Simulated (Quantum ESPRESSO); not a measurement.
# CsMgF3 (Pm-3m): zone-centre phonons, part 2 of 3

Which modes does CsMgF3 (Pm-3m) have at the zone centre?

Quantum ESPRESSO 7.5; DFT LDA, scalar-relativistic, plane waves, PseudoDojo norm-conserving pseudopotentials.

So far. Step 2 (A probe with smearing): A gap of 6.4 eV opens on this mesh, so the crystal is taken as an insulator; the start stands at -6.9 GPa. Step 4 (Self-consistent run for the response): The cell stands at -0.0060 GPa, close enough for phonons. The relaxed cell has a = 4.103 Å (conventional setting).

## Step 5: Zone-centre response

At q = 0 one unit cell holds all displacements; symmetry groups them into irreducible representations that are solved one by one. The response to a field gives ε∞ and the Born charges, which polar modes need.

ph.in reads:

```
phonons
 &inputph
    prefix='x',
    outdir='./tmp',
    fildyn='g.dyn',
    tr2_ph=1.0d-18,
    epsil=.true.,
 /
0.000000000000 0.000000000000 0.000000000000
```

The run is started by

```bash
OMP_NUM_THREADS=1 mpirun -n 4 ph.x -nk 4 -in ph.in > ph.out
```

Log:

```text
[banners, grids, parts of the stress and lines that vanish by symmetry left out]
[banner, memory and clock lines left out]
Program PHONON v.7.5

     ./tmp/x.save/

     IMPORTANT: XC functional enforced from input :
     Exchange-correlation= PW
                           (   1   4   0   0   0   0   0)
     Any further DFT definition will be discarded
     Please, verify this is what you really want

     G-vector sticks info

     Reading collected, re-writing distributed wavefunctions in ./tmp/

     Number and degeneracy of irreps per q-point
       N         xq(1)         xq(2)         xq(3)   N irreps
       1   0.000000000   0.000000000   0.000000000       5
        3   3   3   3   3

     Calculation of q =    0.0000000   0.0000000   0.0000000

     phonons

     bravais-lattice index     =            1
     lattice parameter (alat)  =       7.7536  a.u.
     unit-cell volume          =     466.1423 (a.u.)^3
     number of atoms/cell      =            5
     number of atomic types    =            3
     kinetic-energy cut-off    =      92.0000  Ry
     charge density cut-off    =     368.0000  Ry
     convergence threshold     =      1.0E-18
     beta                      =       0.7000
     number of iterations used =            4
     Exchange-correlation= PW
                           (   1   4   0   0   0   0   0)

     celldm(1)=    7.75365  celldm(2)=    0.00000  celldm(3)=    0.00000
     celldm(4)=    0.00000  celldm(5)=    0.00000  celldm(6)=    0.00000

     crystal axes: (cart. coord. in units of alat)
               a(1) = (  1.0000  0.0000  0.0000 )
               a(2) = (  0.0000  1.0000  0.0000 )
               a(3) = (  0.0000  0.0000  1.0000 )

     reciprocal axes: (cart. coord. in units 2 pi/alat)
               b(1) = (  1.0000  0.0000  0.0000 )
               b(2) = (  0.0000  1.0000  0.0000 )
               b(3) = (  0.0000  0.0000  1.0000 )

     Atoms inside the unit cell:

     Cartesian axes

     site n.  atom      mass           positions (alat units)
        1  Cs    132.9055   tau(    1) = (    0.00000    0.00000    0.00000  )
        2  Mg     24.3050   tau(    2) = (    0.50000    0.50000    0.50000  )
        3  F      18.9984   tau(    3) = (    0.00000    0.50000    0.50000  )
        4  F      18.9984   tau(    4) = (    0.50000    0.00000    0.50000  )
        5  F      18.9984   tau(    5) = (    0.50000    0.50000    0.00000  )

     Computing dynamical matrix for
                    q = (   0.0000000   0.0000000   0.0000000 )

     49 Sym.Ops. (with q -> -q+G )

     G cutoff =  560.4029  (  55515 G-vectors)     FFT grid: ( 48, 48, 48)
     number of k points=    35
                       cart. coord. in units 2pi/alat
        k(    1) = (   0.0000000   0.0000000   0.0000000), wk =   0.0039062
        k(    2) = (   0.0000000   0.0000000   0.1250000), wk =   0.0234375
        k(    3) = (   0.0000000   0.0000000   0.2500000), wk =   0.0234375
        [... further k-points left out ...]

     PseudoPot. # 1 for Cs read from file:
     ./pseudo/Cs.upf
     Pseudo is Norm-conserving + core correction, Zval =  9.0

     PseudoPot. # 2 for Mg read from file:
     ./pseudo/Mg.upf
     Pseudo is Norm-conserving, Zval = 10.0

     PseudoPot. # 3 for F  read from file:
     ./pseudo/F.upf
     Pseudo is Norm-conserving + core correction, Zval =  7.0

     Mode symmetry, O_h (m-3m)  point group:

     Electric field:
     Dielectric constant
     Born effective charges as d Force / d E

     Atomic displacements:
     There are    5 irreducible representations

     Representation     1      3 modes -  To be done

     Representation     2      3 modes -  To be done

     Representation     3      3 modes -  To be done

     Representation     4      3 modes -  To be done

     Representation     5      3 modes -  To be done

     Alpha used in Ewald sum =   2.8000

     Electric Fields Calculation

      iter #   1   av.it.:   7.3
      thresh= 1.000E-02 alpha_mix =  0.700 |ddv_scf|^2 =  6.270E-08

      [... iterations left out ...]
      iter #   8   av.it.:  15.6
      thresh= 2.076E-10 alpha_mix =  0.700 |ddv_scf|^2 =  9.062E-20

     End of electric fields calculation

          Dielectric constant in cartesian axis

          (       2.571064727       0.000000000       0.000000000 )
          (       0.000000000       2.571064727       0.000000000 )
          (       0.000000000       0.000000000       2.571064727 )

          Effective charges (d Force / dE) in cartesian axis without acoustic sum rule applied (asr)

           atom    1  Cs    Mean Z*:        1.46328
      Ex  (        1.46328        0.00000        0.00000 )
      Ey  (        0.00000        1.46328        0.00000 )
      Ez  (        0.00000        0.00000        1.46328 )
           atom    2  Mg    Mean Z*:        2.16432
      Ex  (        2.16432        0.00000        0.00000 )
      Ey  (        0.00000        2.16432        0.00000 )
      Ez  (        0.00000        0.00000        2.16432 )
           atom    3  F     Mean Z*:       -1.20933
      Ex  (       -1.20772        0.00000        0.00000 )
      Ey  (        0.00000       -1.21014        0.00000 )
      Ez  (        0.00000        0.00000       -1.21014 )
           atom    4  F     Mean Z*:       -1.20933
      Ex  (       -1.21014        0.00000        0.00000 )
      Ey  (        0.00000       -1.20772        0.00000 )
      Ez  (        0.00000        0.00000       -1.21014 )
           atom    5  F     Mean Z*:       -1.20933
      Ex  (       -1.21014        0.00000        0.00000 )
      Ey  (        0.00000       -1.21014        0.00000 )
      Ez  (        0.00000        0.00000       -1.20772 )

          Effective charges Sum: Mean:       -0.00040
             -0.00040        0.00000        0.00000
              0.00000       -0.00040        0.00000
              0.00000        0.00000       -0.00040

          Effective charges (d Force / dE) in cartesian axis with asr applied:
           atom    1  Cs    Mean Z*:        1.46336
      E*x (        1.46336        0.00000        0.00000 )
      E*y (        0.00000        1.46336        0.00000 )
      E*z (        0.00000        0.00000        1.46336 )
           atom    2  Mg    Mean Z*:        2.16440
      E*x (        2.16440        0.00000        0.00000 )
      E*y (        0.00000        2.16440        0.00000 )
      E*z (        0.00000        0.00000        2.16440 )
           atom    3  F     Mean Z*:       -1.20925
      E*x (       -1.20763        0.00000        0.00000 )
      E*y (        0.00000       -1.21006        0.00000 )
      E*z (        0.00000        0.00000       -1.21006 )
           atom    4  F     Mean Z*:       -1.20925
      E*x (       -1.21006        0.00000        0.00000 )
      E*y (        0.00000       -1.20763        0.00000 )
      E*z (        0.00000        0.00000       -1.21006 )
           atom    5  F     Mean Z*:       -1.20925
      E*x (       -1.21006        0.00000        0.00000 )
      E*y (        0.00000       -1.21006        0.00000 )
      E*z (        0.00000        0.00000       -1.20763 )

     Representation #   1 modes #   1   2   3

     Self-consistent Calculation

      iter #   1   av.it.:   7.7
      thresh= 1.000E-02 alpha_mix =  0.700 |ddv_scf|^2 =  5.948E-07

      [... iterations left out ...]
      iter #   8   av.it.:  15.7
      thresh= 4.176E-10 alpha_mix =  0.700 |ddv_scf|^2 =  3.890E-19

     End of self-consistent calculation

     Convergence has been achieved

     Representation #   2 modes #   4   5   6

     Self-consistent Calculation

      iter #   1   av.it.:   7.6
      thresh= 1.000E-02 alpha_mix =  0.700 |ddv_scf|^2 =  9.465E-07

      [... iterations left out ...]
      iter #   9   av.it.:  16.1
      thresh= 1.119E-10 alpha_mix =  0.700 |ddv_scf|^2 =  7.083E-21

     End of self-consistent calculation

     Convergence has been achieved

     Representation #   3 modes #   7   8   9

     Self-consistent Calculation

      iter #   1   av.it.:   6.7
      thresh= 1.000E-02 alpha_mix =  0.700 |ddv_scf|^2 =  1.459E-07

      [... iterations left out ...]
      iter #   8   av.it.:  15.4
      thresh= 1.642E-10 alpha_mix =  0.700 |ddv_scf|^2 =  3.669E-20

     End of self-consistent calculation

     Convergence has been achieved

     Representation #   4 modes #  10  11  12

     Self-consistent Calculation

      iter #   1   av.it.:   7.7
      thresh= 1.000E-02 alpha_mix =  0.700 |ddv_scf|^2 =  5.680E-07

      [... iterations left out ...]
      iter #   8   av.it.:  16.2
      thresh= 2.056E-10 alpha_mix =  0.700 |ddv_scf|^2 =  1.958E-19

     End of self-consistent calculation

     Convergence has been achieved

     Representation #   5 modes #  13  14  15

     Self-consistent Calculation

      iter #   1   av.it.:   7.4
      thresh= 1.000E-02 alpha_mix =  0.700 |ddv_scf|^2 =  2.836E-07

      [... iterations left out ...]
      iter #   7   av.it.:  15.4
      thresh= 1.301E-10 alpha_mix =  0.700 |ddv_scf|^2 =  8.939E-20

     End of self-consistent calculation

     Convergence has been achieved

     Number of q in the star =    1
     List of q in the star:
          1   0.000000000   0.000000000   0.000000000

          Dielectric constant in cartesian axis

          (       2.571064727       0.000000000       0.000000000 )
          (       0.000000000       2.571064727       0.000000000 )
          (       0.000000000       0.000000000       2.571064727 )

          Effective charges (d Force / dE) in cartesian axis without acoustic sum rule applied (asr)

           atom    1  Cs    Mean Z*:        1.46328
      Ex  (        1.46328        0.00000        0.00000 )
      Ey  (        0.00000        1.46328        0.00000 )
      Ez  (        0.00000        0.00000        1.46328 )
           atom    2  Mg    Mean Z*:        2.16432
      Ex  (        2.16432        0.00000        0.00000 )
      Ey  (        0.00000        2.16432        0.00000 )
      Ez  (        0.00000        0.00000        2.16432 )
           atom    3  F     Mean Z*:       -1.20933
      Ex  (       -1.20772        0.00000        0.00000 )
      Ey  (        0.00000       -1.21014        0.00000 )
      Ez  (        0.00000        0.00000       -1.21014 )
           atom    4  F     Mean Z*:       -1.20933
      Ex  (       -1.21014        0.00000        0.00000 )
      Ey  (        0.00000       -1.20772        0.00000 )
      Ez  (        0.00000        0.00000       -1.21014 )
           atom    5  F     Mean Z*:       -1.20933
      Ex  (       -1.21014        0.00000        0.00000 )
      Ey  (        0.00000       -1.21014        0.00000 )
      Ez  (        0.00000        0.00000       -1.20772 )

          Effective charges Sum: Mean:       -0.00040
             -0.00040        0.00000        0.00000
              0.00000       -0.00040        0.00000
              0.00000        0.00000       -0.00040

          Effective charges (d Force / dE) in cartesian axis with asr applied:
           atom    1  Cs    Mean Z*:        1.46336
      E*x (        1.46336        0.00000        0.00000 )
      E*y (        0.00000        1.46336        0.00000 )
      E*z (        0.00000        0.00000        1.46336 )
           atom    2  Mg    Mean Z*:        2.16440
      E*x (        2.16440        0.00000        0.00000 )
      E*y (        0.00000        2.16440        0.00000 )
      E*z (        0.00000        0.00000        2.16440 )
           atom    3  F     Mean Z*:       -1.20925
      E*x (       -1.20763        0.00000        0.00000 )
      E*y (        0.00000       -1.21006        0.00000 )
      E*z (        0.00000        0.00000       -1.21006 )
           atom    4  F     Mean Z*:       -1.20925
      E*x (       -1.21006        0.00000        0.00000 )
      E*y (        0.00000       -1.20763        0.00000 )
      E*z (        0.00000        0.00000       -1.21006 )
           atom    5  F     Mean Z*:       -1.20925
      E*x (       -1.21006        0.00000        0.00000 )
      E*y (        0.00000       -1.21006        0.00000 )
      E*z (        0.00000        0.00000       -1.20763 )

     Diagonalizing the dynamical matrix

     q = (    0.000000000   0.000000000   0.000000000 )

 **************************************************************************
     freq (    1) =       0.173656 [THz] =       5.792545 [cm-1]
     freq (    2) =       0.173656 [THz] =       5.792545 [cm-1]
     freq (    3) =       0.173656 [THz] =       5.792545 [cm-1]
     freq (    4) =       4.824880 [THz] =     160.940684 [cm-1]
     freq (    5) =       4.824880 [THz] =     160.940684 [cm-1]
     freq (    6) =       4.824880 [THz] =     160.940684 [cm-1]
     freq (    7) =       6.796568 [THz] =     226.709106 [cm-1]
     freq (    8) =       6.796568 [THz] =     226.709106 [cm-1]
     freq (    9) =       6.796568 [THz] =     226.709106 [cm-1]
     freq (   10) =       8.279836 [THz] =     276.185615 [cm-1]
     freq (   11) =       8.279836 [THz] =     276.185615 [cm-1]
     freq (   12) =       8.279836 [THz] =     276.185615 [cm-1]
     freq (   13) =      10.139232 [THz] =     338.208380 [cm-1]
     freq (   14) =      10.139232 [THz] =     338.208380 [cm-1]
     freq (   15) =      10.139232 [THz] =     338.208380 [cm-1]
 **************************************************************************

     Mode symmetry, O_h (m-3m)  point group:

     freq (   1-   3) =          5.8  [cm-1]   --> T_1u G_15  G_4- I
     freq (   4-   6) =        160.9  [cm-1]   --> T_1u G_15  G_4- I
     freq (   7-   9) =        226.7  [cm-1]   --> T_2u G_25  G_5-
     freq (  10-  12) =        276.2  [cm-1]   --> T_1u G_15  G_4- I
     freq (  13-  15) =        338.2  [cm-1]   --> T_1u G_15  G_4- I
```

Run time: 26 min. Hardware: 4 MPI ranks of Intel Xeon at 2.70GHz, shared host.

Read from the output:

| Quantity | Value |
| --- | --- |
| miss of the charge sum rule | 4.00e-4 e |
| largest acoustic frequency at the zone centre before the sum rule | 5.79 cm⁻¹ |
| highest optical zone-centre mode (no LO-TO term) | 338.2 cm⁻¹ |
| lowest optical zone-centre mode | 160.9 cm⁻¹ |
| mean high-frequency dielectric constant | 2.571 |
| largest Born charge in size (third of the trace) | 2.164 e |

Born charge (rows field, columns displacement), before the sum rule (e), principal values of the symmetric part by kind of site:

| atom | atoms with these values | low | middle | high | mean |
| --- | --- | --- | --- | --- | --- |
| Cs1 | 1 | 1.46 | 1.46 | 1.46 | 1.46 |
| Mg2 | 1 | 2.16 | 2.16 | 2.16 | 2.16 |
| F3 | 3 | -1.21 | -1.21 | -1.21 | -1.21 |

In full for Mg2:

```
2.16 0.00 0.00
0.00 2.16 0.00
0.00 0.00 2.16
```

High-frequency dielectric tensor:

```
2.57 0.00 0.00
0.00 2.57 0.00
0.00 0.00 2.57
```

The acoustic modes at Γ come out as far as 5.8 cm⁻¹ from zero, where they should vanish, a small numerical error; the Born charges miss their sum rule by 4.0e-4 e, which is good.

## Step 6: Zone-centre analysis

A rigid shift of the crystal must cost nothing, but grids and finite bases break this; the acoustic sum rule is imposed before the matrix is diagonalised again. With Born charges the intensities follow, and the static dielectric tensor.

dynmat.in reads:

```
 &input
    fildyn='g.dyn',
    asr='simple',
    fileig='dynmat.eig',
    lperm=.true.,
 /
```

The run is started by

```bash
dynmat.x -in dynmat.in > dynmat.out
```

Log:

```text
[banner, memory and clock lines left out]
Program DYNMAT v.7.5

     Reading Dynamical Matrix from file g.dyn
     ...Force constants read
     ...epsilon and Z* read
     A direction for q was not specified:TO-LO splitting will be absent

     Polarizability (A^3 units)
     multiply by 0.656302 for Clausius-Mossotti correction
         8.635870    0.000000    0.000000
         0.000000    8.635870    0.000000
         0.000000    0.000000    8.635870

     IR activities are in (D/A)^2/amu units

# mode   [cm-1]    [THz]      IR
    1     -0.00   -0.0000    0.0000
    2     -0.00   -0.0000    0.0000
    3      0.00    0.0000    0.0000
    4    160.74    4.8190    0.7255
    5    160.74    4.8190    0.7255
    6    160.74    4.8190    0.7255
    7    226.72    6.7970    0.0000
    8    226.72    6.7970    0.0000
    9    226.72    6.7970    0.0000
   10    275.96    8.2730    6.9653
   11    275.96    8.2730    6.9653
   12    275.96    8.2730    6.9653
   13    338.10   10.1360    2.4551
   14    338.10   10.1360    2.4551
   15    338.10   10.1360    2.4551

Electronic dielectric permittivity tensor (relative, adimensional)
         2.571065    0.000000    0.000000
         0.000000    2.571065    0.000000
         0.000000    0.000000    2.571065

 ... with zone-center polar mode contributions
         6.925263   -0.000000   -0.000000
         0.000000    6.925263   -0.000000
        -0.000000   -0.000000    6.925263

[end of the log left out, with the tail of the file of modes that dynmat.x writes under the same name]
```

Wall time 0.71 s (1 thread).

Numbers from this step:

```
highest optical zone-centre mode (no LO-TO term) : 338.1 cm⁻¹
lowest optical zone-centre mode                  : 160.7 cm⁻¹
mean static dielectric constant                  : 6.925
```

Unit eigenvectors of the mass-weighted matrix after the sum rule; no LO-TO term. Modes at Γ, with each element's share of the kinetic energy:

| mode | frequency (cm⁻¹) | symmetry | Cs % | Mg % | F % |
| --- | --- | --- | --- | --- | --- |
| 1 | 0.0 | acoustic | 62 | 11 | 27 |
| 2 | 0.0 | acoustic | 62 | 11 | 27 |
| 3 | 0.0 | acoustic | 62 | 11 | 27 |
| 4 | 160.7 | T1u | 37 | 21 | 41 |
| 5 | 160.7 | T1u | 37 | 21 | 41 |
| 6 | 160.7 | T1u | 37 | 21 | 41 |
| 7 | 226.7 | T2u | 0 | 0 | 100 |
| 8 | 226.7 | T2u | 0 | 0 | 100 |
| 9 | 226.7 | T2u | 0 | 0 | 100 |
| 10 | 276.0 | T1u | 0 | 43 | 57 |
| 11 | 276.0 | T1u | 0 | 43 | 57 |
| 12 | 276.0 | T1u | 0 | 43 | 57 |
| 13 | 338.1 | T1u | 0 | 25 | 75 |
| 14 | 338.1 | T1u | 0 | 25 | 75 |
| 15 | 338.1 | T1u | 0 | 25 | 75 |

Displacements in mode 6 (160.7 cm⁻¹), the largest set to 1:
```
Cs1 -0.01  0.06  0.49
Mg2  0.01 -0.11 -0.86
F3   0.01 -0.08 -0.66
F4   0.01 -0.13 -0.66
F5   0.01 -0.08 -1.00
```

Displacements in mode 11 (276.0 cm⁻¹), the largest set to 1:
```
Cs1  0.00  0.00  0.04
Mg2 -0.05 -0.09  1.00
F3  -0.01  0.09 -0.91
F4   0.05 -0.02 -0.91
F5   0.05  0.09  0.23
```

Degenerate modes summed, no LO-TO term. Lines of the infrared spectrum (strongest = 100):

| position (cm⁻¹) | lines merged | label | IR intensity, relative |
| --- | --- | --- | --- |
| 161 | 3 | T1u | 10 |
| 227 | 3 | T2u | 0.0 |
| 276 | 3 | T1u | 100 |
| 338 | 3 | T1u | 35 |

Static dielectric tensor (ions relaxed, fixed cell):

```
6.93 0.00 0.00
0.00 6.93 0.00
0.00 0.00 6.93
```

The rule moves no optical mode by more than 0.3 cm⁻¹.

[end of part 2 of 3]

[Host names and launcher messages were left out of these logs when they were recorded.]

[Logs are printed without paths, hosts, clocks, repeated set-up lines and the standing remarks that a program may print on its own settings, such as how far it seeks lower states.]

[Hosts, paths, dates, database ids (printed as entryN), source tags and the programs' standing remarks are cut or masked in the printed files.]
